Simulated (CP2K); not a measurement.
The F K edge of 1,3,5-trifluorobenzene was computed by TDDFT (CP2K XAS_TDP, aug-cc-pVDZ, TDA) at these levels: PBE0, PBEh(45%) and PBEh(45%) + GW2X. The first three lines of F1 (bonded to C) with a strength over 0.0015, energy in eV and strength:

```tsv
run	first	second	third
1	683.33 (0.008)	683.52 (0.032)	685.05 (0.005)
2	689.57 (0.008)	689.77 (0.032)	691.29 (0.005)
3	673.02 (0.006)	674.24 (0.011)	674.73 (0.009)
```

Q: Which run is which?

Run 1: PBEh(45%) (45 % exact exchange). Run 2: PBEh(45%) + GW2X (45 % exact exchange). Run 3: PBE0 (25 % exact exchange). Self-interaction lifts the core level, so the uncorrected lines rise with the share of exact exchange. The GW2X run keeps the spacings of its parent: 0.20 eV between the first two lines in run 2, 0.19 eV in run 1. Its shift is +6.24 eV, since the Kohn–Sham level at this share of exchange lies that far above the quasiparticle level.

[Banner, clock and machine lines of the logs are left out without a mark of their own.]

[Logs are printed without paths, hosts, clocks, repeated set-up lines and the standing remarks that a program may print on its own settings, such as how far it seeks lower states.]

[Hosts, paths, dates, database ids (printed as entryN), source tags and the programs' standing remarks are cut or masked in the printed files.]
